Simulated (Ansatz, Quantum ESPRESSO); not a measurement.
## Complex bands of MgO, rock salt type, lattice constant set to 4.302 Å: the same in Ansatz

Ansatz 0.2.0; plane-wave DFT, PBEsol, Ansatz PAW.

A second code with its own PAW datasets, on the same atoms.

input.yaml reads:

```yaml
crystal:
  lattice:
    - [3.0419733727, 0.0, 0.0]
    - [0.0, 3.0419733727, 0.0]
    - [0.0, 0.0, 4.302]
  atoms:
    - { symbol: Mg, position: [0.0, 0.0, 0.0] }
    - { symbol: O, position: [0.5, 0.5, 0.0] }
    - { symbol: Mg, position: [0.5, 0.5, 0.5] }
    - { symbol: O, position: [0.0, 0.0, 0.5] }
kpoints:
  mp_grid: { grid: [8, 8, 6] }
hamiltonian:
  xc: pbesol
scf:
  occupations: { method: fixed }
  convergence: { dr2_threshold: 1.0e-09 }
output:
  transmission:
    leads: [[0, 0]]
    kpoints: [[0, 0], [0.5, 0], [0.5, 0.5], [0.25, 0]]
    e_range: [-2.07, 6.9]
    de: 0.23
```

Command:

```bash
$ ansatz run input.yaml --threads 2 --pin off --max-ram 4096MiB --backend cpu --events-out ev --progress --plain --runs-dir out
```

**Question.** What does this run give for the peak of the smallest κ at the zone centre; peak of the smallest κ at (1/4, 0); and im kz of the slowest decaying states against energy?

Inside the gap the slowest decay grows from the band edges towards mid-gap. At its top, κ = 0.30 Å⁻¹, tunnelling falls as exp(−2κL), a factor of 1.8 for each Å.

This step gave:

| Item | Value |
| --- | --- |
| slowest decay at the grid energy nearest mid-gap | 0.2961 Å⁻¹ |
| peak of the smallest κ at the zone centre | 0.2961 Å⁻¹ |
| peak of the smallest κ at (1/4, 0) | 0.6158 Å⁻¹ |
| valence top, on the run's zero | 7.252 eV |

K across = (0, 0) in the cell's reciprocal vectors; values within 0.0025 1/Å of each other count once, columns are sorted by size at each energy, a dash where no further value was kept. Table of Im kz of the slowest decaying states by energy, zero at the highest filled level of the SCF mesh:

```csv
energy (eV),decay 1 (Å⁻¹),decay 2 (Å⁻¹),decay 3 (Å⁻¹)
-2.07,0.760,0.998,-
-1.84,0.649,0.999,-
-1.38,0.292,0.997,-
-1.15,0.996,-,-
-0.92,0.994,-,-
-0.46,0.989,-,-
-0.23,0.986,-,-
0.00,0.0125,0.0209,0.982
0.46,0.195,0.473,0.973
0.69,0.229,0.561,0.968
0.92,0.254,0.627,0.963
1.38,0.284,0.725,0.951
1.61,0.292,0.762,0.945
1.84,0.296,0.794,0.938
2.30,0.292,0.846,0.923
2.53,0.285,0.866,0.915
2.99,0.258,0.897,0.901
3.22,0.236,0.888,0.915
3.45,0.207,0.878,0.927
3.91,0.106,0.858,0.947
4.14,0.847,0.955,1.13
4.37,0.835,0.962,1.10
4.83,0.810,0.973,1.04
5.06,0.797,0.976,1.01
5.29,0.784,0.979,-
5.75,0.754,0.916,0.983
5.98,0.739,0.882,0.984
6.21,0.722,0.846,0.984
6.67,0.686,0.770,0.982
6.90,0.667,0.729,0.980
```

K across = (0, 0) in the cell's reciprocal vectors. Table of Re kz of states that move upwards by energy, zero at the highest filled level of the SCF mesh:

```csv
energy (eV),channel 1 (Å⁻¹),channel 2 (Å⁻¹),channel 3 (Å⁻¹)
-2.07,-0.608,-,-
-1.61,-0.499,-,-
-1.15,-0.393,0.317,0.317
-0.69,-0.729,-0.729,-0.284
-0.46,-0.560,-0.560,-0.224
0.00,-,-,-
0.46,-,-,-
0.92,-,-,-
1.38,-,-,-
1.84,-,-,-
2.30,-,-,-
2.53,-,-,-
2.99,-,-,-
3.45,-,-,-
3.91,-,-,-
4.37,0.170,-,-
4.83,0.279,-,-
5.29,0.368,-,-
5.52,0.410,-,-
5.98,0.491,-,-
6.44,0.569,-,-
6.90,0.648,-,-
```

K across = (1/2, 0) in the cell's reciprocal vectors; values within 0.0025 1/Å of each other count once, columns are sorted by size at each energy, a dash where no further value was kept.

```csv
energy (eV),decay 1 (Å⁻¹),decay 2 (Å⁻¹),decay 3 (Å⁻¹)
-2.07,0.131,-,-
-1.61,-,-,-
-1.15,-,-,-
-0.69,1.25,-,-
-0.46,0.167,1.28,-
0.00,0.337,1.47,-
0.46,0.429,1.44,-
0.92,0.492,1.40,-
1.38,0.536,1.37,-
1.84,0.567,1.34,-
2.30,0.588,1.31,-
2.53,0.594,1.29,-
2.99,0.602,1.26,-
3.45,0.601,1.23,-
3.91,0.593,1.20,-
4.37,0.577,1.17,-
4.83,0.553,1.15,-
5.29,0.520,1.12,1.48
5.52,0.500,1.10,1.47
5.98,0.449,1.07,1.44
6.44,0.381,1.05,1.41
6.90,0.281,1.02,1.38
```

K across = (1/2, 1/2) in the cell's reciprocal vectors; values within 0.0025 1/Å of each other count once, columns are sorted by size at each energy, a dash where no further value was kept. Im kz of the slowest decaying states against energy, zero at the highest filled level of the SCF mesh:

```csv
energy (eV),decay 1 (Å⁻¹),decay 2 (Å⁻¹)
-2.07,0.422,-
-1.84,0.288,-
-1.61,-,-
-1.38,-,-
-1.15,0.164,0.236
-0.92,0.270,0.370
-0.69,0.339,0.446
-0.46,0.390,0.499
-0.23,0.430,0.539
0.00,0.464,0.569
0.46,0.515,0.614
0.69,0.535,0.631
0.92,0.552,0.644
1.15,0.566,0.655
1.38,0.579,0.664
1.61,0.589,0.671
1.84,0.597,0.676
2.07,0.604,0.680
2.30,0.610,0.683
2.53,0.614,0.684
2.76,0.617,0.685
2.99,0.618,0.684
3.22,0.619,0.682
3.45,0.618,0.679
3.68,0.616,0.675
3.91,0.613,0.670
4.14,0.610,0.664
4.37,0.605,0.658
4.83,0.592,0.641
5.06,0.584,0.632
5.29,0.575,0.621
5.52,0.565,0.610
5.75,0.553,0.597
5.98,0.540,0.583
6.21,0.526,0.568
6.44,0.510,0.552
6.67,0.493,0.534
6.90,0.473,0.515
```

K across = (1/4, 0) in the cell's reciprocal vectors; values within 0.0025 1/Å of each other count once, columns are sorted by size at each energy, a dash where no further value was kept. The Im kz of the slowest decaying states by energy, zero at the highest filled level of the SCF mesh:

```csv
energy (eV),decay 1 (Å⁻¹),decay 2 (Å⁻¹),decay 3 (Å⁻¹)
-2.07,0.943,1.35,-
-1.84,0.841,1.33,-
-1.38,0.195,0.557,1.29
-1.15,0.215,0.292,1.27
-0.92,0.212,1.26,-
-0.46,1.22,-,-
-0.23,0.147,1.21,-
0.00,0.277,0.355,1.19
0.46,0.405,0.642,1.17
0.69,0.447,0.725,1.15
0.92,0.482,0.790,1.14
1.38,0.534,0.889,1.11
1.61,0.554,0.928,1.10
1.84,0.571,0.962,1.09
2.30,0.595,1.02,1.06
2.53,0.604,1.04,1.05
2.99,0.614,1.03,1.08
3.22,0.616,1.02,1.10
3.45,0.616,1.00,1.11
3.91,0.609,0.979,1.14
4.14,0.603,0.966,1.15
4.37,0.594,0.954,1.17
4.83,0.568,0.927,1.19
5.06,0.550,0.913,1.20
5.29,0.527,0.899,1.21
5.75,0.387,0.526,0.870
5.98,0.166,0.604,0.855
6.21,0.641,0.840,1.25
6.67,0.687,0.807,1.28
6.90,0.703,0.790,1.24
```

[Logs are printed without paths, hosts, clocks, repeated set-up lines and the standing remarks that a program may print on its own settings, such as how far it seeks lower states.]

[Hosts, paths, dates, database ids (printed as entryN), source tags and the programs' standing remarks are cut or masked in the printed files.]

[Maps of the electrostatic potential energy from Ansatz leave out the sawtooth potential of an applied field or a dipole correction, so their vacuum need not be flat; planar profiles and work functions include it.]
